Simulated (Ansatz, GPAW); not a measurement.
# How Mn3ZnP (model structure) absorbs and reflects light, part 3 of 3

Aim: the dielectric function of Mn3ZnP (model structure), and the optical constants that follow from it. The cell was made here by substitution or stacking, whether or not such a phase is known. It was built so: All N replaced by P in the Pm-3m structure of Mn3ZnN. The cell is first relaxed with Ansatz.

GPAW 26.7.0; DFT, PBE, plane-wave PAW (GPAW data sets), scalar-relativistic, RPA, optical limit.

So far. Step 3 (Ground state): There are states at the Fermi level within the smearing, so the occupations stay smeared and the carriers get a Drude term.

## 5. Dielectric function, RPA

Transitions between filled and empty bands, summed over the zone, give the optical response, so mesh, band count and broadening shape it.

The induced potential is part of this response.

This step: DFT, PBE, plane-wave PAW (GPAW data sets), scalar-relativistic, RPA, optical limit (GPAW 26.7.0).

File df.py:

```python
from gpaw.response.df import DielectricFunction

df = DielectricFunction('full.gpw', frequencies={'type': 'nonlinear', 'domega0': 0.03, 'omega2': 8},
                        ecut=80,
                        eta=0.1,
                        nbands=59,
                        rate=0.2,
                        txt='df.txt')
for direction in ['x']:
    df.get_dielectric_function(xc='RPA', direction=direction, filename=f'df_{direction}.csv')
```

Command:

```sh
OMP_NUM_THREADS=1 python df.py
```

Output:

```text
Using integrator: PointIntegrator
NonLinearFrequencyDescriptor(from 0.000 to 101.651 eV, 542 points)
Nonperiodic BCs:  [False False False]
Using integrator: PointIntegrator
NonLinearFrequencyDescriptor(from 0.000 to 101.651 eV, 542 points)
Nonperiodic BCs:  [False False False]
Using integrator: PointIntegrator

Calculating chi0 body with:
    Ground state adapter containing:
    Number of spins: 2
    Number of kpoints: 512
    Number of irreducible kpoints: 35
    Number of completely occupied states: 24
    Number of partially occupied states: 37

    Linear response parametrization:
    q_c: [0.0, 0.0, 0.0]
    Number of frequency points: 542
    Planewave cutoff: 80.0
    Number of bands: 59
    Number of planewaves: 123
    Broadening (eta): 0.1

Integrating chi0 body.

Symmetries of q_c:
    Direct symmetries (Uq -> q): 48
    Indirect symmetries (TUq -> q): 0
In total 48 allowed symmetries.

35 groups of equivalent kpoints. 93.1640625% reduction.

Integral kind: spectral function

Calculating chi0 optical extensions with:
    Ground state adapter containing:
    Number of spins: 2
    Number of kpoints: 512
    Number of irreducible kpoints: 35
    Number of completely occupied states: 24
    Number of partially occupied states: 37

    Linear response parametrization:
    Number of frequency points: 542
    Planewave cutoff: 80.0
    Number of bands: 59
    Number of planewaves: 123
    Broadening (eta): 0.1
Integrating chi0 head and wings.

Symmetries of q_c:
    Direct symmetries (Uq -> q): 48
    Indirect symmetries (TUq -> q): 0
In total 48 allowed symmetries.

35 groups of equivalent kpoints. 93.1640625% reduction.

Integral kind: spectral function wings

Calculating drude chi0 with:
    Number of frequency points:542
    Plasma frequency decay rate: 0.2 eV

    Ground state adapter containing:
    Number of spins: 2
    Number of kpoints: 512
    Number of irreducible kpoints: 35
    Number of completely occupied states: 24
    Number of partially occupied states: 37

Symmetries of q_c:
    Direct symmetries (Uq -> q): 48
    Indirect symmetries (TUq -> q): 0
In total 48 allowed symmetries.

35 groups of equivalent kpoints. 93.1640625% reduction.

Integral kind: intraband
Plasma frequency:
[[3.12+0.j 0.  +0.j 0.  +0.j]
 [0.  +0.j 3.12+0.j 0.  +0.j]
 [0.  +0.j 0.  +0.j 3.12+0.j]]
```

Elapsed: 52 s, on 1 thread of Intel Xeon 6975P-C (Granite Rapids), shared host; peak memory 0.7 GiB.

Some rows of df_x.csv (energy; Re and Im without local fields; Re and Im with them):

```text
0.000000, 302.148370, 0.000000, 301.877588, 0.000000
0.460735, 5.877996, 49.666955, 5.580692, 49.581963
0.943989, 1.124047, 28.727566, 1.018977, 28.494827
1.451455, -0.197827, 21.498937, -0.081557, 21.301425
1.984998, -0.150750, 10.430378, -0.176923, 10.405180
2.546682, 3.647431, 9.763189, 3.627447, 9.674074
3.138794, 4.268813, 9.623682, 4.246563, 9.340146
3.763875, 2.055935, 15.082866, 2.680853, 14.670147
4.424758, -2.564663, 9.244238, -2.379813, 9.737670
5.124608, -1.587478, 5.861594, -1.746660, 5.947604
5.866977, -1.875633, 5.435604, -2.013969, 5.566389
6.655862, -1.644449, 3.767550, -1.828160, 3.969281
7.495775, -0.497097, 3.890682, -0.782628, 3.897633
8.391833, -1.662064, 3.400111, -1.870130, 3.283242
9.349861, -2.101086, 2.524308, -2.013788, 2.505881
10.376517, -1.034459, 1.247980, -1.149169, 1.181158
11.479449, -0.947013, 1.217669, -0.981097, 1.175523
12.667487, -0.630159, 0.948276, -0.622093, 0.855093
13.950874, -0.193566, 0.779160, -0.239364, 0.658148
15.341572, -0.065953, 0.781454, -0.065066, 0.585853
16.853625, -0.201617, 0.705909, 0.048076, 0.569635
```

Sum at mesh points, not converged in k. Table of Im ε, E ∥ x by photon energy; read off at these points:

photon energy (eV), Im ε, E ∥ x and a bar:
```
     1.00       25.0 ##############################
     1.50       20.3 ########################
     2.00       10.2 ############
     2.50        9.5 ###########
     3.00        9.6 ###########
     3.50       11.2 #############
     3.76       14.6 #################
     4.00       13.7 ################
     4.50        9.3 ###########
     5.00        6.3 #######
     5.50        6.6 #######
     6.00        5.0 ######
     6.50        4.8 #####
     7.00        3.9 ####
     7.50        3.9 ####
     8.00        4.0 ####
     8.50        3.0 ###
     9.00        3.1 ###
     9.50        2.2 ##
    10.00        1.4 #
    10.50        1.2 #
    11.00        1.3 #
    11.50        1.2 #
    12.00        1.0 #
    12.50        1.0 
    13.00        0.7 
    13.50        0.7 
    14.00        0.6 
    14.50        0.6 
    15.00        0.7 
    15.50        0.6 
    16.00        0.6 
    16.50        0.6 
    17.00        0.5
```

Values under 1 per cm are given as 1; sum at mesh points, not converged in k. Table of absorption coefficient, E ∥ x by photon energy:

photon energy (eV), log10 absorption coefficient, E ∥ x (1/cm) and a bar from the least value:
```
    1.010        5.5 
    1.486        5.7 #######
    1.985        5.7 ######
    2.508        5.7 ######
    3.018        5.7 ##########
    3.510        5.8 ##############
    3.980        6.0 #######################
    4.516        6.1 ########################
    4.981        6.0 #######################
    5.515        6.1 ########################
    6.021        6.1 ########################
    6.494        6.1 ##########################
    6.985        6.1 #########################
    7.496        6.1 #########################
    8.026        6.1 ############################
    8.516        6.1 ############################
    9.023        6.2 #############################
    9.483        6.2 ##############################
   10.026        6.1 ############################
   10.519        6.1 #########################
   11.029        6.1 #########################
   11.479        6.1 ###########################
   12.023        6.1 ########################
   12.504        6.1 #########################
   13.000        6.0 #######################
   13.512        6.0 #######################
   14.040        6.0 #####################
   14.493        5.9 ##################
   14.960        6.0 ####################
   15.536        5.9 ##################
   16.031        5.9 #################
   16.541        5.9 ###################
   16.959        5.9 ###################
```

Sum at mesh points, not converged in k. Im ε, E ∥ x against photon energy; read off at these points:

```
photon energy (eV)  without local fields  with local fields
              1.00                  25.2               25.0
              1.50                  20.5               20.3
              2.00                  10.2               10.2
              2.50                  9.60               9.51
              3.00                  9.77               9.55
              3.50                  11.6               11.2
              3.76                  15.1               14.6
              4.00                  13.6               13.7
              4.50                  8.79               9.29
              5.00                  6.07               6.25
              5.50                  6.40               6.63
              6.00                  4.92               5.04
              6.50                  4.56               4.77
              7.00                  3.77               3.92
              7.50                  3.90               3.91
              8.00                  4.13               4.01
              8.50                  3.14               2.99
              9.00                  3.64               3.14
              9.50                  2.17               2.17
             10.00                  1.49               1.44
             10.50                  1.31               1.22
             11.00                  1.53               1.31
             11.50                  1.20               1.16
             12.00                  1.13               1.01
             12.50                  1.08              0.954
             13.00                 0.800              0.729
             13.50                 0.840              0.728
             14.00                 0.764              0.644
             14.50                 0.832              0.618
             15.00                 0.868              0.670
             15.50                 0.788              0.551
             16.00                 0.797              0.579
             16.50                 0.782              0.611
             17.00                 0.635              0.550
```

Sum at mesh points, not converged in k. The loss function −Im 1/ε at q → 0, E ∥ x by energy loss; read off at these points:

```
energy loss (eV)  loss function −Im 1/ε at q → 0, E ∥ x
            1.00                                 0.0396
            1.50                                 0.0492
            2.00                                 0.0978
            2.50                                 0.0920
            3.00                                 0.0925
            3.50                                 0.0736
            4.00                                 0.0727
            4.50                                 0.0997
            5.00                                  0.142
            5.50                                  0.142
            6.00                                  0.172
            6.50                                  0.175
            7.00                                  0.217
            7.50                                  0.246
            8.00                                  0.214
            8.50                                  0.241
            9.00                                  0.261
            9.50                                  0.242
           10.00                                  0.294
           10.50                                  0.489
           11.00                                  0.579
           11.50                                  0.507
           12.00                                  0.722
           12.50                                  0.726
           13.00                                  0.980
           13.50                                   1.09
           14.00                                   1.36
           14.40                                   1.63
           14.50                                   1.60
           15.00                                   1.48
           15.50                                   1.81
           15.63                                   1.86
           16.00                                   1.69
           16.50                                   1.60
           17.00                                   1.81
```

The reflectivity at normal incidence, E ∥ x has structure finer than the step of the table below, so its rows give means over 0.5 eV, whole bins alone (the curve runs from 0.619 to 17.5 eV). Peaks (eV: height): 4.11: 49.8, 8.45: 42.9, 9.96: 51.7, 11.56: 41.7.

Sum at mesh points, not converged in k. Table of reflectivity at normal incidence, E ∥ x by photon energy; means over each step:

```
photon energy (eV)  reflectivity at normal incidence, E ∥ x (%)
               1.0                                         56.8
               1.5                                         54.5
               2.0                                         43.4
               2.5                                         36.4
               3.0                                         35.9
               3.5                                         39.1
               4.0                                         48.0
               4.5                                         47.9
               5.0                                         43.8
               5.5                                         40.8
               6.0                                         41.0
               6.5                                         40.5
               7.0                                         37.0
               7.5                                         33.9
               8.0                                         39.2
               8.5                                         41.8
               9.0                                         40.1
               9.5                                         48.0
              10.0                                         50.2
              10.5                                         42.0
              11.0                                         34.7
              11.5                                         40.7
              12.0                                         36.2
              12.5                                         36.1
              13.0                                         34.6
              13.5                                         31.3
              14.0                                         28.1
              14.5                                         21.9
              15.0                                         21.0
              15.5                                         20.3
              16.0                                         16.1
              16.5                                         15.6
              17.0                                         17.2
```

Optical constants at common wavelengths, from n + ik = √ε:

```
wavelength (nm)     n      k  R (%)     1/α
            633  2.28  2.387   44.6   21 nm
            532  2.48  1.906   37.0   22 nm
            450  2.63  1.744   35.1   21 nm
            405  2.63  1.757   35.3   18 nm
            365  2.90  1.789   37.0   16 nm
            308  2.50  2.717   49.1  9.0 nm
            193  1.34  1.900   41.0  8.1 nm
```

In reflection the computed colour is grey: x = 0.326, y = 0.333, luminous reflectivity 38 %.

## 6. Outcome

What this shows: At this level (PBE, RPA) Mn3ZnP is a metal. The mesh is too coarse to trust the carriers' weight, the reflectivity or the colour to better than tens of per cent. The cell grew by 16.6 % in volume. In reflection the computed colour is grey: x = 0.326, y = 0.333, luminous reflectivity 38 %. The carriers' damping of 0.2 eV is typed, not computed; it shapes the response at the lowest energies. The magnetic state comes from one start and need not be the lowest. The curves end at 17 eV, about where the summed bands run out. The cell grew by 17 % in the relaxation, which can come from the guessed start or, where layers or molecules are weakly bound, from the missing dispersion term; a larger cell lowers ε. In this version of GPAW the matrix elements of the optical limit are incomplete, which can lower ε − 1 by up to a tenth where first-row anions or d states rule, and shift it by more in d metals. GPAW's carrier term has the form −ωp²/(ω + i·rate)², which damps like twice the rate and fails at low energy, so the curves leave the lowest energies out. The sum runs over mesh points 0.18 Å⁻¹ apart with no interpolation, so peaks are partly noise of the mesh, and the Drude plasma energy, a sum over the Fermi surface, isn't converged.

[Machine, clock and banner lines and Python warnings are left out of the logs.]

[Logs are printed without paths, hosts, clocks, repeated set-up lines and the standing remarks that a program may print on its own settings, such as how far it seeks lower states.]

[Hosts, paths, dates, database ids (printed as entryN), source tags and the programs' standing remarks are cut or masked in the printed files.]
